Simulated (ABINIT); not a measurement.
# LiBH4 (F-43m): a self-consistent loop beyond G0W0, cycle by cycle, part 3 of 3

Aim: iterate the self-energy on LiBH4 (F-43m) and follow the gap from cycle to cycle.

ABINIT 10.8.3; PBEsol and many-body steps on it, plane waves. Known limits of the many-body steps: not at the basis limit; coarse k mesh.

So far. Step 10 (evGW, cycle 1): Against G0W0 in ABINIT (4×4×4 mesh, 61 bands, screening to 130.6 eV, Godby-Needs plasmon pole), the gap moves by +0.955 eV. Step 13 (evGW, cycle 2): Against the cycle before, the gap moves by +0.087 eV.

### Step 14. Screening, 4×4×4 mesh, 61 bands, screening to 130.6 eV

This step: RPA screening on PBEsol, plane waves, norm-conserving pseudopotentials.

Input file run.abi:

```
acell 3*1.0 Angstrom
rprim 
  0.000000000000 2.855319000000 2.855319000000
  2.855319000000 0.000000000000 2.855319000000
  2.855319000000 2.855319000000 -0.000000000000
ntypat 3
znucl 3 5 1
natom 6
typat 1 2 3 3 3 3
xred 
  0.000000000000 0.000000000000 0.000000000000
  0.500000000000 0.500000000000 0.500000000000
  0.376786667500 0.376786667500 0.376786667500
  0.869639997500 0.376786667500 0.376786667500
  0.376786667500 0.376786667500 0.869639997500
  0.376786667500 0.869639997500 0.376786667500
pp_dirpath "pseudos"
pseudos "Li.upf, B.upf, H.upf"
ecut 34
ngkpt 4 4 4
nshiftk 1
shiftk 0 0 0
kptopt 1
chksymbreak 0
istwfk *1
occopt 1
irdwfk 1
optdriver 3
nband 61
ecuteps 4.8
inclvkb 2
awtr 1
symchi 1
gwcalctyp 10
mbpt_sciss 3.622 eV
nqptdm 1
qptdm 
  0 0 0
indata_prefix "in"
outdata_prefix "out"
tmpdata_prefix "tmp"
```

Started as:

```console
OMP_NUM_THREADS=1 mpirun -n 4 abinit run.abi > log
```

Numbers of over 12 decimals in the logs are rounded to 6 here.

The program printed:

```text
.Version 10.8.3 of ABINIT. v10.8.2 released Aug 2026.

 Symmetries : space group F-4 3 m (#216); Bravais cF (face-center cubic)
[... echo of the input left out ...]
== DATASET  1 ==================================================================
-   mpi_nproc: 4, omp_nthreads: 1 (-1 if OMP is not activated)

--- !DatasetInfo
iteration_state: {dtset: 1, }
dimensions: {natom: 6, nkpt: 8, mband: 61, nsppol: 1, nspinor: 1, nspden: 1, mpw: 2996, }
cutoff_energies: {ecut:  34.0, pawecutdg:  -1.0, }
[...]
[... chi0 elements left out ...]
 For q-point:  0.000010 0.000020 0.000030
  dielectric constant =   2.3859
  dielectric constant without local fields =   2.6082

  Average fulfillment of the sum rule on Im[epsilon] for q-point    1 :     83.93  [%]
[... wings left out ...]
== END DATASET(S) ==============================================================
================================================================================

 -outvars: echo values of variables after computation  --------
           etotal      0.0000000000E+00
            nband          61
             nkpt           8
          spgroup         216
 [... the other variables as echoed above ...]

 Calculation completed.
```

The job ended after 4.7 s (4 MPI ranks of Arm Neoverse N1, shared host; peak memory 0.36 GiB; 18 s of CPU time).

Numbers from this step:

```
ε∞ with local fields, on this mesh, along the program's q direction : 2.386
the same without local fields                                       : 2.608
plasma frequency                                                    : 17.21 eV
plane waves in the screening matrix                                 : 169
```

This screening uses the functional's bands under a rigid shift, the mean opening of the cycle before.

### Step 15. Screening, 4×4×4 mesh, 61 bands, screening to 130.6 eV

This step: RPA screening on PBEsol from quasiparticle energies, plane waves, norm-conserving pseudopotentials.

run.abi: that of step 14 with these lines changed.

```diff
@@ -33,7 +33,13 @@
 symchi 1
+irdqps 1
 gwcalctyp 10
-mbpt_sciss 3.622 eV
-nqptdm 1
+nqptdm 7
 qptdm 
-  0 0 0
+  0.2500000000 0.0000000000 0.0000000000
+  0.5000000000 0.0000000000 0.0000000000
+  0.2500000000 0.2500000000 0.0000000000
+  0.5000000000 0.2500000000 0.0000000000
+  -0.2500000000 0.2500000000 0.0000000000
+  0.5000000000 0.5000000000 0.0000000000
+  -0.2500000000 0.5000000000 0.2500000000
 indata_prefix "in"
```

Input file mrgscr.stdin:

```
2
merged
q0_SCR
out_SCR
1
```

Started as:

```console
OMP_NUM_THREADS=1 mpirun -n 4 abinit run.abi > log; mrgscr < mrgscr.stdin
```

The program printed:

```text
.Version 10.8.3 of ABINIT. v10.8.2 released Aug 2026.

 Symmetries : space group F-4 3 m (#216); Bravais cF (face-center cubic)
[... echo of the input left out ...]
== DATASET  1 ==================================================================
-   mpi_nproc: 4, omp_nthreads: 1 (-1 if OMP is not activated)

--- !DatasetInfo
iteration_state: {dtset: 1, }
dimensions: {natom: 6, nkpt: 8, mband: 61, nsppol: 1, nspinor: 1, nspden: 1, mpw: 2996, }
cutoff_energies: {ecut:  34.0, pawecutdg:  -1.0, }
[...]
q-point number  1        q = ( 0.250000, 0.000000, 0.000000) [r.l.u.]
--------------------------------------------------------------------------------
[... chi0 elements left out ...]
  Average fulfillment of the sum rule on Im[epsilon] for q-point    2 :    106.27  [%]

--------------------------------------------------------------------------------
  q-point number  2        q = ( 0.500000, 0.000000, 0.000000) [r.l.u.]
--------------------------------------------------------------------------------
[... chi0 elements left out ...]
  Average fulfillment of the sum rule on Im[epsilon] for q-point    3 :     96.34  [%]

 [... 5 further q-points ...]
```

The job ended after 13 s (4 MPI ranks; peak memory 0.49 GiB).

Numbers from this step:

| Item | Value |
| --- | --- |
| plasma frequency | 17.21 eV |
| plane waves in the screening matrix | 169 |

This screening reads the quasiparticle levels of the cycle before.

### Step 16. evGW, cycle 3

This step: evGW on PBEsol, plane waves, norm-conserving pseudopotentials.

run.abi: that of step 15 with these lines changed.

```diff
@@ -27,12 +27,10 @@
 irdwfk 1
-optdriver 3
+optdriver 4
 nband 61
-ecuteps 4.8
-inclvkb 2
-awtr 1
-symchi 1
-irdqps 1
 gwcalctyp 10
-nqptdm 7
-qptdm 
+ecutsigx 34
+symsigma 1
+nkptgw 8
+kptgw 
+  0.0000000000 0.0000000000 0.0000000000
   0.2500000000 0.0000000000 0.0000000000
@@ -44,2 +42,15 @@
   -0.2500000000 0.5000000000 0.2500000000
+bdgw 
+  1 13
+  1 13
+  1 13
+  1 13
+  1 13
+  1 13
+  1 13
+  1 13
+ecuteps 4.8
+irdscr 1
+ppmodel 1
+irdqps 1
 indata_prefix "in"
```

Started as:

```console
OMP_NUM_THREADS=1 mpirun -n 4 abinit run.abi > log
```

The program printed:

```text
.Version 10.8.3 of ABINIT. v10.8.2 released Aug 2026.

 Symmetries : space group F-4 3 m (#216); Bravais cF (face-center cubic)
[... echo of the input left out ...]
== DATASET  1 ==================================================================
-   mpi_nproc: 4, omp_nthreads: 1 (-1 if OMP is not activated)

--- !DatasetInfo
iteration_state: {dtset: 1, }
dimensions: {natom: 6, nkpt: 8, mband: 61, nsppol: 1, nspinor: 1, nspden: 1, mpw: 2996, }
cutoff_energies: {ecut:  34.0, pawecutdg:  -1.0, }
[...]
.  kptgw no:  3; Maximum DeltaE = (  -0.013  -0.000) for band index:  2
[...]
.  kptgw no:  7; Maximum DeltaE = (  -0.019  -0.001) for band index:  2
.  kptgw no:  8; Maximum DeltaE = (  -0.018  -0.001) for band index:  2

== END DATASET(S) ==============================================================
================================================================================

 -outvars: echo values of variables after computation  --------
           etotal      0.0000000000E+00
            nband          61
             nkpt           8
          spgroup         216
 [... the other variables as echoed above ...]

 Calculation completed.
```

Run time: 94 s. Hardware: 4 MPI ranks; peak memory 1.1 GiB; 6.3 min of CPU time.

Numbers from this step:

| Quantity | Value |
| --- | --- |
| quasiparticle gap on the mesh | 9.507 eV |
| gap of the density functional on the mesh | 5.992 eV |
| k of the valence top | 0, 0, 0 |
| k of the conduction bottom | 0.5, 0.5, 0 |
| least direct quasiparticle gap on the computed points | 9.891 eV |

Against the cycle before, the gap moves by +0.011 eV.

### Step 17. Screening, 4×4×4 mesh, 61 bands, screening to 130.6 eV

This step: RPA screening on PBEsol, plane waves, norm-conserving pseudopotentials.

Input file run.abi:

```
acell 3*1.0 Angstrom
rprim 
  0.000000000000 2.855319000000 2.855319000000
  2.855319000000 0.000000000000 2.855319000000
  2.855319000000 2.855319000000 -0.000000000000
ntypat 3
znucl 3 5 1
natom 6
typat 1 2 3 3 3 3
xred 
  0.000000000000 0.000000000000 0.000000000000
  0.500000000000 0.500000000000 0.500000000000
  0.376786667500 0.376786667500 0.376786667500
  0.869639997500 0.376786667500 0.376786667500
  0.376786667500 0.376786667500 0.869639997500
  0.376786667500 0.869639997500 0.376786667500
pp_dirpath "pseudos"
pseudos "Li.upf, B.upf, H.upf"
ecut 34
ngkpt 4 4 4
nshiftk 1
shiftk 0 0 0
kptopt 1
chksymbreak 0
istwfk *1
occopt 1
irdwfk 1
optdriver 3
nband 61
ecuteps 4.8
inclvkb 2
awtr 1
symchi 1
gwcalctyp 10
mbpt_sciss 3.634 eV
nqptdm 1
qptdm 
  0 0 0
indata_prefix "in"
outdata_prefix "out"
tmpdata_prefix "tmp"
```

The program printed:

```text
.Version 10.8.3 of ABINIT. v10.8.2 released Aug 2026.

 Symmetries : space group F-4 3 m (#216); Bravais cF (face-center cubic)
[... echo of the input left out ...]
== DATASET  1 ==================================================================
-   mpi_nproc: 4, omp_nthreads: 1 (-1 if OMP is not activated)

--- !DatasetInfo
iteration_state: {dtset: 1, }
dimensions: {natom: 6, nkpt: 8, mband: 61, nsppol: 1, nspinor: 1, nspden: 1, mpw: 2996, }
cutoff_energies: {ecut:  34.0, pawecutdg:  -1.0, }
[...]
[... chi0 elements left out ...]
 For q-point:  0.000010 0.000020 0.000030
  dielectric constant =   2.3847
  dielectric constant without local fields =   2.6067

  Average fulfillment of the sum rule on Im[epsilon] for q-point    1 :     83.96  [%]
[... wings left out ...]
== END DATASET(S) ==============================================================
================================================================================

 -outvars: echo values of variables after computation  --------
           etotal      0.0000000000E+00
            nband          61
             nkpt           8
          spgroup         216
 [... the other variables as echoed above ...]

 Calculation completed.
```

Wall time 4.7 s (4 MPI ranks); peak memory 0.36 GiB.

Numbers from this step:

- ε∞ with local fields, on this mesh, along the program's q direction: 2.385
- the same without local fields: 2.607
- plasma frequency: 17.21 eV
- plane waves in the screening matrix: 169

This screening uses the functional's bands under a rigid shift, the mean opening of the cycle before.

### Step 18. Screening, 4×4×4 mesh, 61 bands, screening to 130.6 eV

This step: RPA screening on PBEsol from quasiparticle energies, plane waves, norm-conserving pseudopotentials.

run.abi: that of step 17 with these lines changed.

```diff
@@ -33,7 +33,13 @@
 symchi 1
+irdqps 1
 gwcalctyp 10
-mbpt_sciss 3.634 eV
-nqptdm 1
+nqptdm 7
 qptdm 
-  0 0 0
+  0.2500000000 0.0000000000 0.0000000000
+  0.5000000000 0.0000000000 0.0000000000
+  0.2500000000 0.2500000000 0.0000000000
+  0.5000000000 0.2500000000 0.0000000000
+  -0.2500000000 0.2500000000 0.0000000000
+  0.5000000000 0.5000000000 0.0000000000
+  -0.2500000000 0.5000000000 0.2500000000
 indata_prefix "in"
```

mrgscr.stdin is that of step 15.

Started as:

```console
OMP_NUM_THREADS=1 mpirun -n 4 abinit run.abi > log; mrgscr < mrgscr.stdin
```

The program printed:

```text
.Version 10.8.3 of ABINIT. v10.8.2 released Aug 2026.

 Symmetries : space group F-4 3 m (#216); Bravais cF (face-center cubic)
[... echo of the input left out ...]
== DATASET  1 ==================================================================
-   mpi_nproc: 4, omp_nthreads: 1 (-1 if OMP is not activated)

--- !DatasetInfo
iteration_state: {dtset: 1, }
dimensions: {natom: 6, nkpt: 8, mband: 61, nsppol: 1, nspinor: 1, nspden: 1, mpw: 2996, }
cutoff_energies: {ecut:  34.0, pawecutdg:  -1.0, }
[...]
q-point number  1        q = ( 0.250000, 0.000000, 0.000000) [r.l.u.]
--------------------------------------------------------------------------------
[... chi0 elements left out ...]
  Average fulfillment of the sum rule on Im[epsilon] for q-point    2 :    106.33  [%]

--------------------------------------------------------------------------------
  q-point number  2        q = ( 0.500000, 0.000000, 0.000000) [r.l.u.]
--------------------------------------------------------------------------------
[... chi0 elements left out ...]
  Average fulfillment of the sum rule on Im[epsilon] for q-point    3 :     96.38  [%]

 [... 5 further q-points ...]
```

Run time: 13 s. Hardware: 4 MPI ranks; peak memory 0.49 GiB; 52 s of CPU time.

Numbers from this step:

```
plasma frequency                    : 17.21 eV
plane waves in the screening matrix : 169
```

This screening reads the quasiparticle levels of the cycle before.

### Step 19. evGW, cycle 4

This step: evGW on PBEsol, plane waves, norm-conserving pseudopotentials.

run.abi: that of step 18 with these lines changed.

```diff
@@ -27,12 +27,10 @@
 irdwfk 1
-optdriver 3
+optdriver 4
 nband 61
-ecuteps 4.8
-inclvkb 2
-awtr 1
-symchi 1
-irdqps 1
 gwcalctyp 10
-nqptdm 7
-qptdm 
+ecutsigx 34
+symsigma 1
+nkptgw 8
+kptgw 
+  0.0000000000 0.0000000000 0.0000000000
   0.2500000000 0.0000000000 0.0000000000
@@ -44,2 +42,15 @@
   -0.2500000000 0.5000000000 0.2500000000
+bdgw 
+  1 13
+  1 13
+  1 13
+  1 13
+  1 13
+  1 13
+  1 13
+  1 13
+ecuteps 4.8
+irdscr 1
+ppmodel 1
+irdqps 1
 indata_prefix "in"
```

Started as:

```console
OMP_NUM_THREADS=1 mpirun -n 4 abinit run.abi > log
```

The program printed:

```text
.Version 10.8.3 of ABINIT. v10.8.2 released Aug 2026.

 Symmetries : space group F-4 3 m (#216); Bravais cF (face-center cubic)
[... echo of the input left out ...]
== DATASET  1 ==================================================================
-   mpi_nproc: 4, omp_nthreads: 1 (-1 if OMP is not activated)

--- !DatasetInfo
iteration_state: {dtset: 1, }
dimensions: {natom: 6, nkpt: 8, mband: 61, nsppol: 1, nspinor: 1, nspden: 1, mpw: 2996, }
cutoff_energies: {ecut:  34.0, pawecutdg:  -1.0, }
[...]
.  kptgw no:  3; Maximum DeltaE = (  -0.001  -0.000) for band index:  1
[...]
.  kptgw no:  7; Maximum DeltaE = (  -0.002   0.000) for band index:  3
.  kptgw no:  8; Maximum DeltaE = (   0.001   0.002) for band index: 11

== END DATASET(S) ==============================================================
================================================================================

 -outvars: echo values of variables after computation  --------
           etotal      0.0000000000E+00
            nband          61
             nkpt           8
          spgroup         216
 [... the other variables as echoed above ...]

 Calculation completed.
```

Elapsed: 94 s, on 4 MPI ranks; peak memory 1.1 GiB.

Numbers from this step:

| Property | Result |
| --- | --- |
| quasiparticle gap on the mesh | 9.508 eV |
| gap of the density functional on the mesh | 5.992 eV |
| k of the valence top | 0, 0, 0 |
| k of the conduction bottom | 0.5, 0.5, 0 |
| least direct quasiparticle gap on the computed points | 9.893 eV |

Against the cycle before, the gap moves by +0.001 eV.

### Step 20. The runs together

Times are wall times on 4 MPI ranks of Arm Neoverse N1, shared host, good to a factor of about two. A run's time includes the screening step that it read.

| run | mesh | bands | screening cutoff (eV) | DFT gap (eV) | gap on the mesh (eV) | direct (eV) | ε∞ used | time |
| --- | --- | --- | --- | --- | --- | --- | --- | --- |
| G0W0 | 4×4×4 | 61 | 130.6 | 5.992 | 8.454 | 8.789 | 2.90 | 24 s |
| evGW0, cycle 1 | 4×4×4 | 61 | 130.6 | 5.992 | 8.978 | 9.362 | 2.90 | 1.8 min |
| evGW0, cycle 2 | 4×4×4 | 61 | 130.6 | 5.992 | 8.828 | 9.190 | 2.90 | 1.8 min |
| evGW0, cycle 3 | 4×4×4 | 61 | 130.6 | 5.992 | 8.833 | 9.197 | 2.90 | 1.8 min |
| evGW, cycle 1 | 4×4×4 | 61 | 130.6 | 5.992 | 9.409 | 9.793 | 2.46 | 1.9 min |
| evGW, cycle 2 | 4×4×4 | 61 | 130.6 | 5.992 | 9.496 | 9.880 | 2.39 | 1.9 min |
| evGW, cycle 3 | 4×4×4 | 61 | 130.6 | 5.992 | 9.507 | 9.891 | 2.39 | 1.9 min |
| evGW, cycle 4 | 4×4×4 | 61 | 130.6 | 5.992 | 9.508 | 9.893 | 2.38 | 1.9 min |

### Step 21. Results

| Property | Result |
| --- | --- |
| G0W0 | 8.454 eV |
| evGW0, cycle 1 | 8.978 eV |
| evGW0, cycle 2 | 8.828 eV |
| evGW0, cycle 3 | 8.833 eV |
| evGW, cycle 1 | 9.409 eV |
| evGW, cycle 2 | 9.496 eV |
| evGW, cycle 3 | 9.507 eV |
| evGW, cycle 4 | 9.508 eV |
| known limits | not at the basis limit; coarse k mesh |

**Reading.** Only the bands that the input lists are updated; the others, empty or deep, keep the functional's energies or take a rigid shift. The evGW loop starts from the last levels of evGW0, so its cycles and time come on top of those. evGW0 ends at 8.83 eV, +0.38 eV from G0W0, after 3 cycles that took 4.7 min beside the first screening; the last moved the gap by 0.005 eV. evGW ends at 9.51 eV, +1.05 eV from G0W0, after 4 cycles that took 7.5 min beside the first screening; the last moved the gap by 0.001 eV. The first cycle of evGW0 takes the full correction, without the factor Z, so it overshoots the one-shot value. Bands and cutoff are finite, so the gap is not at the basis limit. The miss can reach some tenths of an eV and take either sign; the mesh is an error of its own. The 4×4×4 mesh is coarse for this cell, which bears on the long-range parts of exchange and screening. In the updated screening the q = 0 part is built from Kohn-Sham bands under a rigid shift, the other q from the quasiparticle levels.

[Paths, hosts, dates, memory and timing lines, banners, echoed tables and standing remarks are left out of the program output.]

[Logs are printed without paths, hosts, clocks, repeated set-up lines and the standing remarks that a program may print on its own settings, such as how far it seeks lower states.]

[Runs of the session that timed out or met a known fault of the program may be left out.]

[Hosts, paths, dates, database ids (printed as entryN), source tags and the programs' standing remarks are cut or masked in the printed files.]

[G0W0 gaps are taken among the corrected bands and points alone; a level outside them can change the order at an edge.]

[Where Ansatz stands beside ABINIT at settings called matched, ABINIT's density can come from a denser mesh and the files from another edition; pairs whose starting gaps differed by over 0.03 eV were left out, so agreement reads better than it is.]
